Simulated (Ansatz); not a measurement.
# What KSnCl3 in Amm2, a phase reached by a soft mode distorts into, part 2 of 3

Aim: this structure of KSnCl3 in Amm2, a phase reached by a soft mode is to be tested for unstable modes, and one is followed downhill.

Ansatz 0.2.0; DFT PBEsol, scalar-relativistic, plane waves, PAW; PAW set soft_1.

So far. Step 4 (The mode frozen in, largest atomic shift 0.32 Å): The run ends at a pressure of -0.10 GPa, with forces up to 0.044 eV/Å. Step 5 (Energy along the mode, all amplitudes (two of the runs …): The lowest of the steps tried is at 0.32 Å, 1.85 meV/atom below the parent; the bottom of the well need not coincide with a step.

The structure was built from a prototype and need not be the compound's stable phase.

## 6. Relaxing from the distorted cell

Starting from the lowest point found, all atoms and the cell are let go, so that strain and other modes of the same symmetry can join in.

File input.yaml:

```yaml
crystal:
  lattice:
    - [5.5216490215, 0.0, 0.0]
    - [0.0, 3.6149597598, 4.3742812735]
    - [0.0, -3.6149597598, 4.3742812735]
  atoms:
    - { symbol: K, position: [0.0, 0.1648724667, 0.0939348277] }
    - { symbol: Sn, position: [0.5, 0.487021323, 0.4991291736] }
    - { symbol: Cl, position: [0.5, 0.4713429144, 0.9652512005] }
    - { symbol: Cl, position: [0.5, 0.9454079228, 0.4006716325] }
    - { symbol: Cl, position: [0.0, 0.4441102058, 0.5326312465] }
kpoints:
  mp_grid: { grid: [8, 8, 8] }
hamiltonian:
  xc: pbesol
  pseudopotentials: { kind: paw, azcp: { folder: soft_1 }, xc_functional: pbe }
scf:
  occupations: { method: fixed }
output:
  forces: true
  stress: true
  eigenvalues: true
relax:
  adjacent_minimum: "off"
  f_tol: 0.002
  max_steps: 120
  cell: { stress_tol: 0.03 }
```

Run with:

```console
> ansatz run input.yaml --threads 4 --pin off --max-ram 16384MiB --backend cpu --events-out ev --progress --plain --runs-dir out
```

Numbers of over 12 decimals in the logs are rounded to 6 here.

Output:

```text
[...]
Crystal: 5 atoms, lattice volume = 174.626 Å³
Basis set: ecut = 420 eV, 3433 PW (Γ), exchange–correlation on 80×80×80 points (8 copies of the dense FFT grid, shifted against one another)
Bands: 27, of which v1, the nominal top of the filled ones, is band 22 counted from 1 (21 counted from 0)
Symmetry: 2 space group operations
[...]
k-points: 170 of 512 (time reversal used)
[...]
SCF iter   1: F=—  HF=-10656.647292 eV  |F-HF|=—  |Δ(HF+E_count)|=         —  Δρ=3.50e-2  dr2=3.63e0  ethr=3.10e-3  ⟨swp⟩=5.1  Hψ=18335  notcnv=0  defer=421
[...]
SCF iter   9: F=-10655.077915 eV  HF=-10655.077914 eV  |F-HF|=7.05e-8  |Δ(HF+E_count)|=   2.59e-7  Δρ=4.59e-6  dr2=5.75e-8  ethr=2.27e-10  ⟨swp⟩=16.3  Hψ=33214  notcnv=0
SCF 1 converged in 9 iterations: F = -10655.077915 eV  dr2 = 5.75e-8
[...]
relax step   1: F+E_penalty+E_count = -10655.07791456 eV  Δ(F+E_penalty+E_count) = +0.000e0 eV  max|allowed force component| = 3.869e-2 eV/Å  Δτ_max = 0.0000 Å  P = -0.104 GPa  Ω = 174.626 Å³  (9 SCF iters, dr2 threshold 1.00e-7 eV, accepted)
Crystal: 5 atoms, lattice volume = 174.150 Å³
Basis set: ecut = 420 eV, 3417 PW (Γ), exchange–correlation on 80×80×80 points (8 copies of the dense FFT grid, shifted against one another)
[...]
iter 1 solved again at ethr=1.00e-6 eV; its pass at ethr=3.10e-3 eV (dr2=4.40e-4 eV) is discarded
[...]
SCF iter   5: F=-10655.079313 eV  HF=-10655.079313 eV  |F-HF|=4.78e-8  |Δ(HF+E_count)|=   2.26e-7  Δρ=3.75e-6  dr2=3.51e-8  ethr=2.59e-10  ⟨swp⟩=12.4  Hψ=30179  notcnv=0
SCF 2 converged in 5 iterations: F = -10655.079313 eV  dr2 = 3.51e-8
relax step   2: F+E_penalty+E_count = -10655.07931289 eV  Δ(F+E_penalty+E_count) = -1.398e-3 eV  max|allowed force component| = 2.178e-2 eV/Å  Δτ_max = 0.0157 Å  P = -0.025 GPa  Ω = 174.150 Å³  energy of the carried Pulay correction = +1.315e-5 eV  (5 SCF iters, dr2 threshold 1.14e-7 eV, accepted)
Crystal: 5 atoms, lattice volume = 173.798 Å³
Basis set: ecut = 420 eV, 3409 PW (Γ), exchange–correlation on 80×80×80 points (8 copies of the dense FFT grid, shifted against one another)
[...]
SCF iter   6: F=-10655.080618 eV  HF=-10655.080618 eV  |F-HF|=1.53e-8  |Δ(HF+E_count)|=   1.12e-7  Δρ=1.69e-6  dr2=7.44e-9  ethr=6.74e-11  ⟨swp⟩=13.3  Hψ=29913  notcnv=0
SCF 3 converged in 6 iterations: F = -10655.080618 eV  dr2 = 7.44e-9
relax step   3: F+E_penalty+E_count = -10655.08061847 eV  Δ(F+E_penalty+E_count) = -1.306e-3 eV  max|allowed force component| = 1.541e-2 eV/Å  Δτ_max = 0.0240 Å  P = +0.027 GPa  Ω = 173.798 Å³  energy of the carried Pulay correction = +2.292e-5 eV  (6 SCF iters, dr2 threshold 2.97e-8 eV, accepted)
[... from here on, the SCF cycles and remarks between the steps are left out ...]
relax step   4: F+E_penalty+E_count = -10655.07925741 eV  Δ(F+E_penalty+E_count) = +1.361e-3 eV  max|allowed force component| = 5.696e-2 eV/Å  Δτ_max = 0.0759 Å  P = -0.060 GPa  Ω = 173.257 Å³  energy of the carried Pulay correction = +3.795e-5 eV  (7 SCF iters, dr2 threshold 1.48e-8 eV, rejected (line search))
relax step   5: F+E_penalty+E_count = -10655.08147548 eV  Δ(F+E_penalty+E_count) = -8.570e-4 eV  max|allowed force component| = 1.178e-2 eV/Å  Δτ_max = 0.0370 Å  P = -0.015 GPa  Ω = 173.654 Å³  energy of the carried Pulay correction = +2.692e-5 eV  (10 SCF iters, accepted)
relax step   6: F+E_penalty+E_count = -10655.08165737 eV  Δ(F+E_penalty+E_count) = -1.819e-4 eV  max|allowed force component| = 1.928e-2 eV/Å  Δτ_max = 0.0377 Å  P = -0.008 GPa  Ω = 173.398 Å³  energy of the carried Pulay correction = +3.403e-5 eV  (7 SCF iters, dr2 threshold 8.68e-9 eV, accepted)
relax step   7: F+E_penalty+E_count = -10655.08178419 eV  Δ(F+E_penalty+E_count) = -1.268e-4 eV  max|allowed force component| = 1.188e-2 eV/Å  Δτ_max = 0.0158 Å  P = +0.016 GPa  Ω = 173.252 Å³  energy of the carried Pulay correction = +3.811e-5 eV  (6 SCF iters, dr2 threshold 2.32e-8 eV, accepted)
relax step   8: F+E_penalty+E_count = -10655.08199123 eV  Δ(F+E_penalty+E_count) = -2.070e-4 eV  max|allowed force component| = 4.956e-3 eV/Å  Δτ_max = 0.0099 Å  P = -0.004 GPa  Ω = 173.667 Å³  energy of the carried Pulay correction = +2.655e-5 eV  (6 SCF iters, dr2 threshold 8.82e-9 eV, accepted)
relax step   9: F+E_penalty+E_count = -10655.08198909 eV  Δ(F+E_penalty+E_count) = +2.137e-6 eV  max|allowed force component| = 1.303e-2 eV/Å  Δτ_max = 0.0087 Å  P = +0.022 GPa  Ω = 173.904 Å³  energy of the carried Pulay correction = +2.000e-5 eV  (7 SCF iters, dr2 threshold 1.53e-9 eV, accepted)
relax step  10: F+E_penalty+E_count = -10655.08202318 eV  Δ(F+E_penalty+E_count) = -3.409e-5 eV  max|allowed force component| = 1.144e-3 eV/Å  Δτ_max = 0.0032 Å  P = +0.005 GPa  Ω = 173.911 Å³  energy of the carried Pulay correction = +1.980e-5 eV  (5 SCF iters, dr2 threshold 1.06e-8 eV, accepted)
relax step  11: F+E_penalty+E_count = -10655.08202654 eV  Δ(F+E_penalty+E_count) = -3.361e-6 eV  max|allowed force component| = 9.172e-4 eV/Å  Δτ_max = 0.0017 Å  P = +0.001 GPa  Ω = 173.969 Å³  energy of the carried Pulay correction = +1.819e-5 eV  (7 SCF iters, accepted)
relax step  12: F+E_penalty+E_count = -10655.08202735 eV  Δ(F+E_penalty+E_count) = -8.043e-7 eV  max|allowed force component| = 7.895e-4 eV/Å  Δτ_max = 0.0021 Å  P = -0.001 GPa  Ω = 174.059 Å³  energy of the carried Pulay correction = +1.569e-5 eV  (8 SCF iters, accepted)
[...]
SCF iter   1: F=—  HF=-10655.081970 eV  |F-HF|=—  |Δ(HF+E_count)|=         —  Δρ=2.20e-5  dr2=4.92e-8  ethr=5.98e-7  ⟨swp⟩=3.4  Hψ=31710  notcnv=0  defer=510
eigensolver tolerance schedule: the retry pair's looser diagonalisation over-reported the residual by 5347.13 of it (diagonalisation noise at an unbounded share of the residual, at the tolerance the schedule requests for it); recorded, not acted on — ethr = c·dr2/N_el stays at c = 1.0e-1
[...]
SCF iter   2: F=—  HF=-10655.082012 eV  |F-HF|=—  |Δ(HF+E_count)|=   4.24e-5  Δρ=1.12e-5  dr2=1.29e-8  ethr=1.12e-10  ⟨swp⟩=3.9  Hψ=11866  notcnv=0  defer=504
[...]
SCF iter   5: F=-10655.082026 eV  HF=-10655.082026 eV  |F-HF|=2.00e-11  |Δ(HF+E_count)|=  3.98e-10  Δρ=6.27e-8  dr2=3.79e-12  ethr=1.00e-12  ⟨swp⟩=17.1  Hψ=36816  notcnv=0
SCF 13 converged in 5 iterations: F = -10655.082026 eV  dr2 = 3.79e-12
relax step  13: F+E_penalty+E_count = -10655.08202571 eV  Δ(F+E_penalty+E_count) = +1.635e-6 eV  max|allowed force component| = 7.894e-4 eV/Å  Δτ_max = 0.0000 Å  P = -0.001 GPa  Ω = 174.059 Å³  stress off target by 4.02e-3 GPa  SCF on the basis re-selected at this cell (its energy is not comparable with the rows above)  (5 SCF iters)
basis re-selected at this cell: Δ(F+E_penalty+E_count) = +1.635e-6 eV, ΔP = +0.000 GPa vs the last step (what re-selecting the basis moved, of the pressure what is left beyond the Pulay correction that the steps carried, after the strain that the cell walked since its last selection, with what the two solves' SCF thresholds leave and, on support functions, any second-order correction that the steps lacked; it is no m [...]
SCF converged after 5 iterations
Free energy (F): -10655.082026 eV
[...]
Internal energy: -10655.082026 eV  (E = F + TS)
E sigma→0 (E₀):  -10655.082026 eV
Fermi energy:    3.115091 eV
[...]
--- Forces (eV/Å), atoms counted from 1 ---
  atom   1  K      0.00000000     0.00017750     0.00010738
  atom   2  Sn     0.00000000     0.00078939     0.00013208
  atom   3  Cl     0.00000000    -0.00052673    -0.00008901
  atom   4  Cl     0.00000000    -0.00017697     0.00018075
  atom   5  Cl     0.00000000    -0.00026317    -0.00033094
  max |Σ_I F_I| component: 2.63e-7 eV/Å
--- Stress (GPa, compression-positive) ---
       -0.000344       0.000000       0.000000
        0.000000      -0.002892       0.002389
        0.000000       0.002389       0.001020
  P = ⅓ Tr σ = -0.0007 GPa (-0.007 kbar)
--- Band table (eV; the first three rows and the last of 170) ---
  k-point 0: bands = [... 18 lower, -0.0207, 0.0814, 0.0957, 0.6839, 5.9994, 7.2007, 8.0585, 8.2064, ... 1 higher]
  k-point 1: bands = [... 18 lower, -0.0291, 0.0804, 0.0819, 0.6651, 6.1052, 7.1315, 7.8006, 8.0831, ... 1 higher]
  k-point 2: bands = [... 18 lower, 0.0070, 0.0559, 0.1632, 0.7289, 6.3080, 6.7337, 7.4375, 7.9300, ... 1 higher]
  k-point 169: bands = [... 18 lower, 0.2745, 0.3706, 0.6964, 3.1151, 4.5457, 4.8007, 4.9548, 7.4774, ... 1 higher]
--- Relaxed structure (12 steps of the walk, 11 accepted, 1 SCFs on fresh bases) ---
  F+E_penalty+E_count = -10655.08202571 eV   max|allowed force component| = 7.894e-4 eV/Å   (the final SCF, on the basis selected at the relaxed cell)
  cell:  # Å, volume = 174.0589 Å³
    - [5.528987, 0, 0]
    - [0, 3.569414, 4.473468]
    - [0, -3.508234, 4.422908]
  atoms:
    - { symbol: K, position: [0.0, 0.165580, 0.105310] }
    - { symbol: Sn, position: [0.5, 0.482386, 0.504063] }
    - { symbol: Cl, position: [0.5, 0.484561, 0.969669] }
    - { symbol: Cl, position: [0.5, 0.936527, 0.384332] }
    - { symbol: Cl, position: [0, 0.443700, 0.528245] }
```

Elapsed: 5.3 min, on 4 threads of Arm Neoverse V1, shared host; peak memory 0.93 GiB; 21 min of CPU time.

Relaxation path:

```csv
step,energy less that of the first step (eV),largest force component (eV/Å),pressure (GPa),volume (Å³)
1,0.0000,0.0387,-0.10,174.63
2,-0.0014,0.0218,-0.03,174.15
3,-0.0027,0.0154,0.03,173.80
4,-0.0013,0.0570,-0.06,173.26
5,-0.0036,0.0118,-0.01,173.65
6,-0.0037,0.0193,-0.01,173.40
7,-0.0039,0.0119,0.02,173.25
8,-0.0041,0.0050,0.00,173.67
9,-0.0041,0.0130,0.02,173.90
10,-0.0041,0.0011,0.00,173.91
11,-0.0041,0.0009,0.00,173.97
12,-0.0041,0.0008,0.00,174.06
13*,-0.0041,0.0008,0.00,174.06
```

Relaxation steps marked * repeat the geometry before them on a plane-wave basis chosen anew for their cell, so energy and pressure can jump there. Relaxation step 4 was tried and not accepted.

The run keeps the 2 symmetry operations that it works with, so distortions that break them were not tested.

```csv
cell as run,before,after,change
a (Å),5.522,5.529,+0.1 %
b (Å),5.675,5.723,+0.9 %
c (Å),5.675,5.645,-0.5 %
α (°),79.14,77.01,-2.7 %
volume (Å³/atom),34.93,34.81,-0.3 %
```

The atoms that moved most (Å, as changes of fractional coordinates times the final cell):

```csv
atom,dx,dy,dz,length
Cl4,0.000,0.026,-0.112,0.115
Cl3,0.000,0.032,0.079,0.085
K1,0.000,-0.037,0.053,0.065
Sn2,0.000,-0.034,0.001,0.034
Cl5,0.000,0.014,-0.021,0.025
```

The relaxed structure:

```xyz
5
Lattice="5.5290 0.0000 0.0000 0.0000 3.5694 4.4735 0.0000 -3.5082 4.4229" Properties=species:S:1:pos:R:3 pbc="T T T"
K     0.0000    0.2216    1.2065
Sn    2.7645   -0.0465    4.3874
Cl    2.7645   -1.6722    6.4564
Cl    2.7645    1.9945    5.8894
Cl    0.0000   -0.2695    4.3213
```

This step gave:

| Quantity | Value |
| --- | --- |
| pressure | -7.39e-4 GPa |
| gap on the k-mesh | 1.431 eV |
| volume per atom | 34.81 Å³ |

The distorted start has space group Pm; the relaxation ends in Pm.

## 7. The new phase in its own primitive cell

The relaxed structure is symmetrised, reduced to its primitive cell and relaxed tightly, as its phonons need.

input.yaml, the sections that differ from step 6:

```yaml
crystal:
  lattice:
    - [5.6453365791, 0.0, 0.0]
    - [0.0, 5.5289870989, 0.0]
    - [-1.2866195068, 0.0, 5.5764898294]
  atoms:
    - { symbol: K, position: [0.1053098709, 0.0, 0.8344197859] }
    - { symbol: Sn, position: [0.5040626172, 0.5, 0.5176137011] }
    - { symbol: Cl, position: [0.9696685897, 0.5, 0.5154391579] }
    - { symbol: Cl, position: [0.3843317386, 0.5, 0.0634726843] }
    - { symbol: Cl, position: [0.5282452644, 0.0, 0.5562998381] }
relax:
  adjacent_minimum: "off"
  f_tol: 0.001
  max_steps: 60
  cell: { stress_tol: 0.01 }
# kpoints, hamiltonian, scf, output: as in step 6
```

Output:

```text
[...]
Crystal: 5 atoms, lattice volume = 174.059 Å³
Basis set: ecut = 420 eV, 3403 PW (Γ), exchange–correlation on 80×80×80 points (8 copies of the dense FFT grid, shifted against one another)
Bands: 27, of which v1, the nominal top of the filled ones, is band 22 counted from 1 (21 counted from 0)
Symmetry: 2 space group operations
[...]
k-points: 170 of 512 (time reversal used)
[...]
cell:  # Å, volume = 174.0589 Å³
    - [5.6453365791, 0.0, 0.0]
    - [0.0, 5.5289870989, 0.0]
    - [-1.2866195068, 0.0, 5.5764898294]
  atoms:
    - { symbol: K, position: [0.105310, 0.0, 0.8344197859] }
    - { symbol: Sn, position: [0.5040626172, 0.5, 0.5176137011] }
    - { symbol: Cl, position: [0.9696685897, 0.5, 0.5154391579] }
    - { symbol: Cl, position: [0.384332, 0.5, 0.0634726843] }
    - { symbol: Cl, position: [0.5282452644, 0.0, 0.5562998381] }
[key lines of the parts left out:]
SCF converged after 6 iterations
Free energy (F): -10655.082026 eV
Fermi energy:    3.115093 eV
P = ⅓ Tr σ = -0.0007 GPa (-0.007 kbar)
```

Elapsed: 55 s, on 4 threads; peak memory 0.91 GiB; 3.6 min of CPU time.

Little changed from the start: no atom moved by 0.005 Å and no cell edge by 0.1 %.

Numbers from this step:

| Quantity | Value |
| --- | --- |
| pressure | -7.37e-4 GPa |
| direct gap on mesh | 1.431 eV |

The largest force component left is 0.70 meV/Å and the pressure is -0.001 GPa, within the tolerances set. The cell now holds 34.81 Å³/atom.

(Continued in part 3 of 3.)

[Logs are printed without paths, hosts, clocks, repeated set-up lines and the standing remarks that a program may print on its own settings, such as how far it seeks lower states.]

[Hosts, paths, dates, database ids (printed as entryN), source tags and the programs' standing remarks are cut or masked in the printed files.]
